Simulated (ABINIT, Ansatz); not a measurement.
## TiO2 (Rutile): G0W0 with ABINIT, start to end

Wanted: ground state, empty states, screening and self-energy for TiO2 (Rutile).

Method: LDA and many-body steps on it, plane waves, in ABINIT 10.8.3.

**Experimental background.**

- Gap 3.03 eV: direct gap, E perpendicular to c; optical experiment; 1.6 K; bulk crystal (literature value) (quoted in “Shallow Valence Band of Rutile GeO2 and P-type Doping”, 2020, arxiv:2011.08928).

- Gap 3.03 eV: experimental band gap, quoted; bulk crystal (quoted in “Polaron-induced phonon localization and stiffening in rutile TiO2”, 2016, arxiv:1612.05679).

- Gap 3.09 ± 0.06 eV: optical gap from Tauc plot assuming indirect allowed transition; UV/vis diffuse reflectance, Kubelka-Munk and Tauc analysis; film (30 nm ALD shell on quartz particles, grown at 200 C, annealed in air at 500 C; rutile-rich with some anatase) on SiO2 (quartz particles) (“Defect-Mediated Crystallization of the Particulate TiO2 Photocatalyst Grown by Atomic Layer Deposition”, 2024, pmc:11726664).

- Gap 3.28 eV: optical bandgap after anatase to rutile transformation; spectroscopic ellipsometry; film (polycrystalline sol-gel film on Si(100), annealed at high temperature below 800 °C) (“Photocatalytic Performance of Sol-Gel Prepared TiO2 Thin Films Annealed at Various Temperatures”, 2023, pmc:10419699).

- Gap 3.05 eV: band gap; bulk crystal (literature experimental value) (quoted in “Hydrogen related defects in titanium dioxide at the interface to palladium”, 2021, arxiv:2112.05953).

## 1. The system as given

Symmetry: P4_2/mnm, No. 136, tetragonal system. Conventional cell: a = 4.592 Å, b = 4.592 Å, c = 2.957 Å, α = 90.00°, β = 90.00°, γ = 90.00°. Ti has 6 O at 1.95 to 1.98 Å nearest. Nearest to O lie 3 Ti at 1.95 to 1.98 Å. Farther neighbours, and contacts between anions beyond the nearest, are not listed.

Structure file:

```cif
data_structure
_symmetry_space_group_name_H-M 'P 1'
_symmetry_Int_Tables_number 1
_cell_length_a 4.5922
_cell_length_b 4.5922
_cell_length_c 2.9574
_cell_angle_alpha 90.000
_cell_angle_beta 90.000
_cell_angle_gamma 90.000
_cell_volume 62.37
loop_
_atom_site_label
_atom_site_type_symbol
_atom_site_fract_x
_atom_site_fract_y
_atom_site_fract_z
_atom_site_occupancy
Ti1 Ti 0.00000 0.00000 0.00000 1
Ti2 Ti 0.50000 0.50000 0.50000 1
O3 O 0.30496 0.30496 0.00000 1
O4 O 0.19504 0.80496 0.50000 1
O5 O 0.69504 0.69504 0.00000 1
O6 O 0.80496 0.19504 0.50000 1
```

The cell and positions come from the Crystallography Open Database and are kept as given unless a step says otherwise.

## 2. Ground state

This step: ABINIT 10.8.3; DFT, LDA, plane waves, norm-conserving pseudopotentials.

The ground-state density comes first.

The input, run.abi:

```
acell 3*1.0 Angstrom
rprim 
  4.592200000000 0.000000000000 0.000000000000
  0.000000000000 4.592200000000 0.000000000000
  0.000000000000 0.000000000000 2.957400000000
ntypat 2
znucl 22 8
natom 6
typat 1 1 2 2 2 2
xred 
  0.000000000000 0.000000000000 0.000000000000
  0.500000000000 0.500000000000 0.500000000000
  0.304960000000 0.304960000000 0.000000000000
  0.195040000000 0.804960000000 0.500000000000
  0.695040000000 0.695040000000 0.000000000000
  0.804960000000 0.195040000000 0.500000000000
pp_dirpath "pseudos"
pseudos "Ti.upf, O.upf"
ecut 38
ngkpt 4 4 8
nshiftk 1
shiftk 0 0 0
kptopt 1
chksymbreak 0
nband 31
occopt 1
tolvrs 1e-10
nstep 60
prtwf 0
optforces 0
optstress 0
indata_prefix "in"
outdata_prefix "out"
tmpdata_prefix "tmp"
```

Command:

```bash
> OMP_NUM_THREADS=1 mpirun -n 16 abinit run.abi > log
```

The program printed:

```text
.Version 10.8.3 of ABINIT. v10.8.2 released Aug 2026.

 Symmetries : space group P4_2/m n m (#136); Bravais tP (primitive tetrag.)
================================================================================
 Values of the parameters that define the memory need of the present run
     intxc =       0    ionmov =       0      iscf =       7    lmnmax =       6
     lnmax =       6     mgfft =      50  mpssoang =       3    mqgrid =    3001
     natom =       6  nloc_mem =       1    nspden =       1   nspinor =       1
    nsppol =       1      nsym =      16    n1xccc =    2501    ntypat =       2
    occopt =       1   xclevel =       1
-    mband =          31        mffmem =           1         mkmem =           2
       mpw =        4726          nfft =       80000          nkpt =          30
================================================================================
  Rough estimation (10% accuracy) of disk space for files :
================================================================================

--------------------------------------------------------------------------------
------------- Echo of variables that govern the present computation ------------
--------------------------------------------------------------------------------
 -outvars: echo values of preprocessed input variables --------
            acell      1.8897261259E+00  1.8897261259E+00  1.8897261259E+00 Bohr

      chksymbreak           0
             ecut      3.80000000E+01 Hartree
-          fftalg         312

              ixc       -1012
              kpt      0.00000000E+00  0.00000000E+00  0.00000000E+00
                       2.50000000E-01  0.00000000E+00  0.00000000E+00
                       5.00000000E-01  0.00000000E+00  0.00000000E+00
                       2.50000000E-01  2.50000000E-01  0.00000000E+00
                       5.00000000E-01  2.50000000E-01  0.00000000E+00
                       5.00000000E-01  5.00000000E-01  0.00000000E+00
                       0.00000000E+00  0.00000000E+00  1.25000000E-01
                       2.50000000E-01  0.00000000E+00  1.25000000E-01
                       5.00000000E-01  0.00000000E+00  1.25000000E-01
   [... 19 further rows ...]
                       5.00000000E-01  2.50000000E-01  5.00000000E-01
                       5.00000000E-01  5.00000000E-01  5.00000000E-01
         kptrlatt        4    0    0      0    4    0      0    0    8
          kptrlen      3.47120013E+01
P           mkmem           2
            natom           6
            nband          31
            ngfft          50      50      32
             nkpt          30
            nstep          60
             nsym          16
           ntypat           2
              occ      2.000000  2.000000  2.000000  2.000000  2.000000  2.000000
                       2.000000  2.000000  2.000000  2.000000  2.000000  2.000000
                       2.000000  2.000000  2.000000  2.000000  2.000000  2.000000
                       2.000000  2.000000  2.000000  2.000000  2.000000  2.000000
                       0.000000  0.000000  0.000000  0.000000  0.000000  0.000000
                       0.000000
        optforces           0
        optstress           0
            prtwf           0
            rprim      4.5922000000E+00  0.0000000000E+00  0.0000000000E+00
[...]
spgroup         136

           tolvrs      1.00000000E-10

             xred      0.0000000000E+00  0.0000000000E+00  0.0000000000E+00
[...]
znucl       22.00000    8.00000

================================================================================

 chkinp: Checking input parameters for consistency.

================================================================================
== DATASET  1 ==================================================================
-   mpi_nproc: 16, omp_nthreads: 1 (-1 if OMP is not activated)

--- !DatasetInfo
iteration_state: {dtset: 1, }
dimensions: {natom: 6, nkpt: 30, mband: 31, nsppol: 1, nspinor: 1, nspden: 1, mpw: 4726, }
cutoff_energies: {ecut:  38.0, pawecutdg:  -1.0, }
electrons: {nelect:   4.80000000E+01, charge:   0.00000000E+00, occopt:   1.00000000E+00, tsmear:   1.00000000E-02, }

 Real(R)+Recip(G) space primitive vectors, cartesian coordinates (Bohr,Bohr^-1):
 R(1)=  8.6780003  0.0000000  0.0000000  G(1)=  0.1152339  0.0000000  0.0000000
 R(2)=  0.0000000  8.6780003  0.0000000  G(2)=  0.0000000  0.1152339  0.0000000
 R(3)=  0.0000000  0.0000000  5.5886760  G(3)=  0.0000000  0.0000000  0.1789333
 Unit cell volume ucvol=  4.2087028E+02 bohr^3
 Angles (23,13,12)=  9.00000000E+01  9.00000000E+01  9.00000000E+01 degrees

 getcut: wavevector=  0.0000  0.0000  0.0000  ngfft=  50  50  32
         ecut(hartree)=     38.000   => boxcut(ratio)=   2.06340

--- Pseudopotential description ------------------------------------------------
- Ti Generated using ONCVPSP code by D. R. Hamann
- 22.00000  12.00000  180309                  znucl, zion, pspdat
12 -1012 2 -1 1568                            pspcod,pspxc,lmax,lloc,mmax
     nproj     2     2     2
  pspatm : epsatm=   14.84363209
         --- l  ekb(1:nproj) -->
[...]
pspatm: atomic psp has been read  and splines computed

- O Generated using ONCVPSP code by D. R. Hamann
-  8.00000   6.00000  201201                  znucl, zion, pspdat
12 -1012 2 -1 926                             pspcod,pspxc,lmax,lloc,mmax
     nproj     2     2     1
  pspatm : epsatm=    6.27558587
         --- l  ekb(1:nproj) -->
[...]
2   -1.033686
 pspatm: atomic psp has been read  and splines computed

   2.62990117E+03                                ecore*ucvol(ha*bohr**3)
--------------------------------------------------------------------------------

_setup2: Arith. and geom. avg. npw (full set) are    4710.164    4710.145

================================================================================

--- !BeginCycle
iteration_state: {dtset: 1, }
solver: {iscf: 7, nstep: 60, nline: 4, wfoptalg: 0, }
tolerances: {tolvrs: 1.00E-10, }

     iter   Etot(hartree)      deltaE(h)  residm     vres2
 ETOT  1  -184.14975049750    -1.841E+02 1.772E-01 2.364E+03
 ETOT  2  -168.87495081674     1.527E+01 1.008E-01 4.366E+04
 ETOT  3  -184.96089467180    -1.609E+01 5.260E-02 5.037E+02
 ETOT  4  -185.00257338925    -4.168E-02 3.629E-02 3.516E+02
 ETOT  5  -185.04960813951    -4.703E-02 6.378E-03 1.592E+02
 ETOT  6  -185.08540111802    -3.579E-02 4.822E-03 3.904E+01
 ETOT  7  -185.09602370781    -1.062E-02 5.353E-03 7.970E-01
 ETOT  8  -185.09623902053    -2.153E-04 1.872E-03 9.347E-02
 ETOT  9  -185.09626992130    -3.090E-05 3.988E-03 9.704E-04
 ETOT 10  -185.09627001954    -9.824E-08 1.074E-03 9.129E-04
 ETOT 11  -185.09627033271    -3.132E-07 2.099E-03 2.220E-05
 ETOT 12  -185.09627033872    -6.015E-09 5.318E-04 1.089E-06
 ETOT 13  -185.09627033920    -4.787E-10 9.105E-04 2.115E-07
 ETOT 14  -185.09627033929    -9.121E-11 6.333E-04 2.887E-09
 ETOT 15  -185.09627033929     1.279E-12 5.851E-04 2.426E-10
 ETOT 16  -185.09627033929     2.700E-12 6.810E-04 5.817E-11

 At SCF step   16       vres2   =  5.82E-11 < tolvrs=  1.00E-10 =>converged.

--- !ResultsGS
iteration_state: {dtset: 1, }
comment   : Summary of ground state results
lattice_vectors:
- [  8.6780003,   0.0000000,   0.0000000, ]
- [  0.0000000,   8.6780003,   0.0000000, ]
- [  0.0000000,   0.0000000,   5.5886760, ]
lattice_lengths: [   8.67800,    8.67800,    5.58868, ]
lattice_angles: [ 90.000,  90.000,  90.000, ] # degrees, (23, 13, 12)
lattice_volume:   4.2087028E+02
convergence: {deltae:  2.700E-12, res2:  5.817E-11, residm:  6.810E-04, diffor:  0.000E+00, }
etotal    :  -1.85096270E+02
entropy   :   0.00000000E+00
fermie    :   1.92991521E-01
cartesian_stress_tensor: null
pressure_GPa: null
xred      :
- [  0.0000E+00,   0.0000E+00,   0.0000E+00, Ti]
- [  5.0000E-01,   5.0000E-01,   5.0000E-01, Ti]
- [  3.0496E-01,   3.0496E-01,   0.0000E+00,  O]
- [  1.9504E-01,   8.0496E-01,   5.0000E-01,  O]
- [  6.9504E-01,   6.9504E-01,   0.0000E+00,  O]
- [  8.0496E-01,   1.9504E-01,   5.0000E-01,  O]
cartesian_forces: null
force_length_stats: {min: null, max: null, mean: null, }

 Integrated electronic density in atomic spheres:
 ------------------------------------------------
 Atom  Sphere_radius  Integrated_density
[...]
================================================================================

 ----iterations are completed or convergence reached----

 Mean square residual over all n,k,spin=   15.652E-07; max=  68.100E-05
 reduced coordinates (array xred) for    6 atoms
[...]
0.500000      0.500000      0.500000
       0.304960      0.304960      0.000000
       0.195040      0.804960      0.500000
       0.695040      0.695040      0.000000
       0.804960      0.195040      0.500000
 rms dE/dt=  0.0000E+00; max dE/dt=  0.0000E+00; dE/dt below (all hartree)
    1       0.000000      0.000000      0.000000
    2       0.000000      0.000000      0.000000
    3       0.000000      0.000000      0.000000
    4       0.000000      0.000000      0.000000
    5       0.000000      0.000000      0.000000
    6       0.000000      0.000000      0.000000

 cartesian coordinates (angstrom) at end:
    1      0.000000     0.000000     0.000000
    2      2.296100     2.296100     1.478700
    3      1.400437     1.400437     0.000000
    4      0.895663     3.696537     1.478700
    5      3.191763     3.191763     0.000000
    6      3.696537     0.895663     1.478700
 length scales=  1.889726  1.889726  1.889726 bohr
              =  1.000000  1.000000  1.000000 angstroms
 prteigrs : about to open file out_EIG
 Fermi (or HOMO) energy (hartree) =   0.19299   Average Vxc (hartree)=  -0.44434
 Eigenvalues (hartree) for nkpt=  30  k points:
 kpt#   1, nband= 31, wtk=  0.00781, kpt=  0.0000  0.0000  0.0000 (reduced coord)
  -1.87422   -1.87354   -1.01618   -1.01618   -1.00991   -1.00991   -1.00873   -1.00741
  -0.46454   -0.41946   -0.39074   -0.39074   -0.02203   -0.00592    0.00828    0.05131
   0.05131    0.09788    0.09788    0.11941    0.16686    0.17616    0.17616    0.19299
   0.26046    0.27087    0.28073    0.28421    0.28421    0.35810    0.36264
 prteigrs : prtvol=0 or 1, do not print more k-points.

--- !EnergyTerms
iteration_state     : {dtset: 1, }
comment             : Components of total free energy in Hartree
kinetic             :  8.989387E+01
hartree             :  4.243388E+01
xc                  : -3.368524E+01
Ewald energy        : -1.321908E+02
psp_core            :  6.248721E+00
local_psp           : -1.484565E+02
non_local_psp       : -9.340217E+00
total_energy        : -1.850963E+02
total_energy_eV     : -5.036726E+03
band_energy         : -2.093580E+01

== END DATASET(S) ==============================================================
================================================================================

 -outvars: echo values of variables after computation  --------
           etotal     -1.8509627034E+02
            nband          31
             nkpt          30
          spgroup         136
 [... the other variables as echoed above ...]

 Calculation completed.
```

It took 31 s on 16 MPI ranks of Arm Neoverse N1, shared host; peak memory 1.2 GiB.

Read from the output:

```
total energy               : -5036.7261 eV
gap                        : 1.836 eV
k of the valence top       : 0, 0, 0
k of the conduction bottom : 0, 0, 0
least direct gap           : 1.836 eV
```

The gap is direct, at Γ.

[end of part 1 of 3]

[Long decimals in the printed logs are rounded to 6 places.]

[Logs are printed without paths, hosts, clocks, repeated set-up lines and the standing remarks that a program may print on its own settings, such as how far it seeks lower states.]

[Paths, hosts, dates, memory and timing lines, banners, echoed tables and standing remarks are left out of the program output; an Ansatz launch command may be rebuilt from the run's recorded settings. Measured values are a selection of at most five: reports struck by readers or far from the other reports are left out. None is set beside runs whose start may be inverted or whose files or cutoffs have a known fault.]

[Runs of the session that timed out or met a known fault of the program may be left out.]

[Hosts, paths, dates, database ids (printed as entryN), source tags and the programs' standing remarks are cut or masked in the printed files.]

[G0W0 gaps are taken among the corrected bands and points alone; a level outside them can change the order at an edge.]

[Where Ansatz stands beside ABINIT at settings called matched, ABINIT's density can come from a denser mesh and the files from another edition; pairs whose starting gaps differed by over 0.03 eV were left out, so agreement reads better than it is.]
